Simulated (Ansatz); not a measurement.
# LiSc3 (built on the sites of a database entry of LiAl3): following an unstable mode, part 3 of 3

Which phase does LiSc3 (built on the sites of a database entry of LiAl3) fall into along its unstable mode, and how much energy does it gain?

Ansatz 0.2.0; DFT PBEsol, scalar-relativistic, plane waves, PAW.

So far. Step 5 (Energy along the mode, all amplitudes (two of the runs …): The lowest of the steps tried is the last one, at 0.6 Å, 81.7 meV/atom below the parent; the bottom of the well need not coincide with a step. Step 7 (The new phase in its own primitive cell): The largest force component left is 0.11 meV/Å and the pressure is 0.000 GPa, within the tolerances set. The cell now holds 21.78 Å³/atom. The relaxed cell has a, b, c = 6.418, 8.505, 6.385 Å (conventional setting).

The structure was built from a prototype and need not be the compound's stable phase.

## (8) Modes of the new phase, k-mesh 8×8×8

A relaxed structure may still be a saddle point, so its zone-centre modes are computed. No field response is asked, since the mesh shows no gap.

The input, input.yaml:

```yaml
crystal:
  lattice:
    - [-3.2088367878, 4.2522935382, 3.1927441867]
    - [3.2088367878, -4.2522935382, 3.1927441867]
    - [3.2088367878, 4.2522935382, -3.1927441867]
  atoms:
    - { symbol: Li, position: [0.2452481722, 0.9952481722, 0.25] }
    - { symbol: Li, position: [0.7547518278, 0.0047518278, 0.75] }
    - { symbol: Sc, position: [0.1642725741, 0.4142725741, 0.75] }
    - { symbol: Sc, position: [0.8357274259, 0.5857274259, 0.25] }
    - { symbol: Sc, position: [0.7012095074, 0.0, 0.2012095074] }
    - { symbol: Sc, position: [0.2987904926, 0.0, 0.7987904926] }
    - { symbol: Sc, position: [0.7012095074, 0.5, 0.7012095074] }
    - { symbol: Sc, position: [0.2987904926, 0.5, 0.2987904926] }
kpoints:
  mp_grid: { grid: [8, 8, 8] }
hamiltonian:
  xc: pbesol
scf:
  occupations: { method: methfessel_paxton, width: 0.2 }
output:
  eigenvalues: true
phonons:
  method: dfpt
```

Command:

```
ansatz run input.yaml --threads 4 --pin off --max-ram 14336MiB --backend cpu --events-out ev --progress --plain --runs-dir out
```

Numbers of over 12 decimals in the logs are rounded to 6 here.

The log of the run:

```text
[...]
Crystal: 8 atoms, lattice volume = 174.259 Å³
Basis set: ecut = 420 eV, 3415 PW (Γ), exchange–correlation on 96×96×96 points (8 copies of the dense FFT grid, shifted against one another)
Bands: 44, of which v1, the nominal top of the filled ones, is band 36 counted from 1 (35 counted from 0)
Symmetry: 8 space group operations
k-points: 260 of 512 (irreducible under 1 space group operation, time reversal used)
[...]
SCF iter   1: F=—  HF=-13073.104887 eV  |F-HF|=—  |Δ(HF+E_count)|=         —  Δρ=6.88e-3  dr2=1.34e-1  ethr=1.77e-3  ⟨swp⟩=6.5  Hψ=106149  notcnv=0
[...]
SCF iter  10: F=-13073.066562 eV  HF=-13073.066562 eV  |F-HF|=1.82e-12  |Δ(HF+E_count)|=  9.09e-12  S|Δr|=    0.00e0  Δρ=2.93e-8  dr2=1.47e-12  ethr=1.00e-12  ⟨swp⟩=10.1  Hψ=53498  notcnv=0
SCF 1 converged in 10 iterations: F = -13073.066562 eV  dr2 = 1.47e-12
[...]
DFPT response loops at Γ: preconditioner auto → Kerker (q_TF=auto, 2.355 Å⁻¹) (partly filled bands, converged f_vac=0.000); β = 1.00, the filter's whole step (`scf.mixing.beta` (0.50) is not read by the response loops under this deck's `scf.mixing.preconditioner`; to damp them name `kerker` or `kerker_dos`, under which they read `scf.mixing.beta`, and type it under 1.00, their step now; both keys bind the ground state too); Broyden in place of MSR1
SCF converged after 10 iterations
[...]
Free energy (F): -13073.066562 eV
[...]
Internal energy: -13073.075099 eV  (E = F + TS)
E sigma→0 (E₀):  -13073.068696 eV
Entropy (-TS):   0.008538 eV (1.067 meV/atom)
Fermi energy:    8.138616 eV
[...]
--- Band table (eV; the first three rows and the last of 260) ---
  k-point 0: bands = [... 32 lower, 7.6042, 7.6134, 7.7163, 7.8445, 8.2634, 8.2740, 8.5972, 8.6909, ... 12 higher]
  k-point 1: bands = [... 32 lower, 7.6067, 7.6548, 7.7821, 7.8583, 8.1786, 8.3638, 8.4475, 8.7139, ... 12 higher]
  k-point 2: bands = [... 32 lower, 7.5595, 7.6129, 7.8329, 7.9536, 8.0866, 8.3419, 8.5159, 8.5939, ... 12 higher]
  k-point 259: bands = [... 32 lower, 7.1585, 7.6255, 7.7362, 8.3481, 8.4880, 8.6323, 8.6709, 8.7037, ... 12 higher]
--- Phonons (Γ-DFPT): 9 representative perturbations + reference, on 260 of 512 k-points (Σ response iterations 32) ---
  k mesh reduced under 1 symmetry operation, with k and −k counted as one. Each operation leaves every solved perturbation unchanged. A smaller set is not used because it would not reduce the number of displacements times k-points to solve
  ASR residual: 4.711e-5 → 0.000e0 eV/Å²; symmetrization residual: 4.879e-6 eV/Å²
  ASR residual per site (eV/Å²): 1.02e-5 1.02e-5 1.46e-5 1.46e-5 4.71e-5 4.71e-5 4.71e-5 4.71e-5
  Γ frequencies (cm⁻¹): -16.24 0.00 0.00 0.00 41.22 126.38 128.92 140.43 143.53 144.56 152.42 187.34 189.07 197.62 223.22 230.54 233.66 247.53 328.36 329.14 345.65 348.11 421.95 430.33
  non-analytic LO–TO correction: not included (Born effective charges unavailable; polar crystals: no LO–TO splitting at Γ)
```

It took 11 min on 4 threads of Arm Neoverse V2, shared host; peak memory 7.3 GiB.

Numbers from this step:

| Item | Value |
| --- | --- |
| sum-rule residual before enforcement | 4.71e-5 eV/Å² |
| point group | mmm |
| highest optical mode at the zone centre (no LO-TO term) | 430.3 cm⁻¹ |
| lowest optical zone-centre mode | -16.24 cm⁻¹ |

Patterns of degenerate modes are one choice out of their space. The modes at Γ (shares of kinetic energy by element, %) (negative means imaginary):

```tsv
mode	frequency (cm⁻¹)	symmetry	Li %	Sc %
1	-16.2	B2g	0	100
2	0.0	acoustic	5	95
3	0.0	acoustic	5	95
4	0.0	acoustic	5	95
5	41.2	B1g	0	100
6	126.4	B3g	2	98
7	128.9	B1g	0	100
8	140.4	Ag	0	100
9	143.5	Au	0	100
10	144.6	B3u	2	98
11	152.4	B3g	17	83
12	187.3	B2g	6	94
13	189.1	B1u	0	100
14	197.6	Ag	6	94
15	223.2	B3u	0	100
16	230.5	B2u	2	98
17	233.7	B1u	4	96
18	247.5	B3g	1	99
19	328.4	B3g	80	20
20	329.1	B2u	93	7
21	345.6	B2g	94	6
22	348.1	B3u	93	7
23	421.9	Ag	93	7
24	430.3	B1u	91	9
```

Displacements in mode 1 (-16.2 cm⁻¹), the largest set to 1:
```
Li1  0.15  0.00  0.00
Li2 -0.15  0.00  0.00
Sc3 -1.00  0.00  0.00
Sc4  1.00  0.00  0.00
Sc5  0.00 -0.65  0.00
Sc6  0.00  0.65  0.00
Sc7  0.00  0.65  0.00
Sc8  0.00 -0.65  0.00
```

Displacements in mode 24 (430.3 cm⁻¹), the largest set to 1:
```
Li1  0.00  0.00  1.00
Li2  0.00  0.00  1.00
Sc3  0.00  0.00 -0.09
Sc4  0.00  0.00 -0.09
Sc5  0.05  0.00 -0.03
Sc6  0.05  0.00 -0.03
Sc7 -0.05  0.00 -0.03
Sc8 -0.05  0.00 -0.03
```

Before it was imposed, the acoustic sum rule was missed by 4.7e-5 eV/Å². Small misses are needed for a sound result but don't prove that mesh and cutoff are converged. The lowest optical mode is imaginary, 16.2i cm⁻¹, so the energy falls along it.

## (9) Outcome

| Property | Result |
| --- | --- |
| unstable mode of the parent | q = (-0.5, -0.5, -0.5), 127i cm⁻¹ |
| depth at the lowest point sampled | 81.7 meV/atom |
| largest atomic shift at that point | 0.6 Å |
| space group reached (within 0.01 Å) | Imma |
| energy gained over the parent (first relaxation, on the mesh of the frozen mode) | 91.4 meV/atom |
| volume per atom, phase reached | 21.8 Å³ |
| lowest optical zone-centre mode, phase reached | -16.2 cm⁻¹ |
| highest optical mode at the zone centre (no LO-TO term), phase reached | 430 cm⁻¹ |

What this shows: Along this mode the structure falls into Imma, 91.4 meV/atom below the parent. At the parent's cell the well is 81.67 meV/atom deep on the steps tried, with its lowest point at a shift of 0.6 Å. That is the last step tried, so the steps alone don't bracket the bottom of the well. Relaxing atoms and cell changes the gain by +9.72 meV/atom against the lowest step (energies at zero smearing). The new phase still has an imaginary mode at the zone centre of its cell, so it is a saddle point on the way to a lower structure. Of the 4 patterns followed to their end from this parent, this one ends 18.0 meV/atom above the lowest, I4/mcm. Each path keeps the symmetry of its pattern, so a lower phase may lie along a pattern not tried. With no gap, or one that is small against the smearing, the frequencies hang on the k mesh and the smearing, most of all near Kohn anomalies. The starting cell was built on a prototype and not taken from a measurement, so the phase need not exist.

[Logs are printed without paths, hosts, clocks, repeated set-up lines and the standing remarks that a program may print on its own settings, such as how far it seeks lower states.]

[Hosts, paths, dates, database ids (printed as entryN), source tags and the programs' standing remarks are cut or masked in the printed files.]
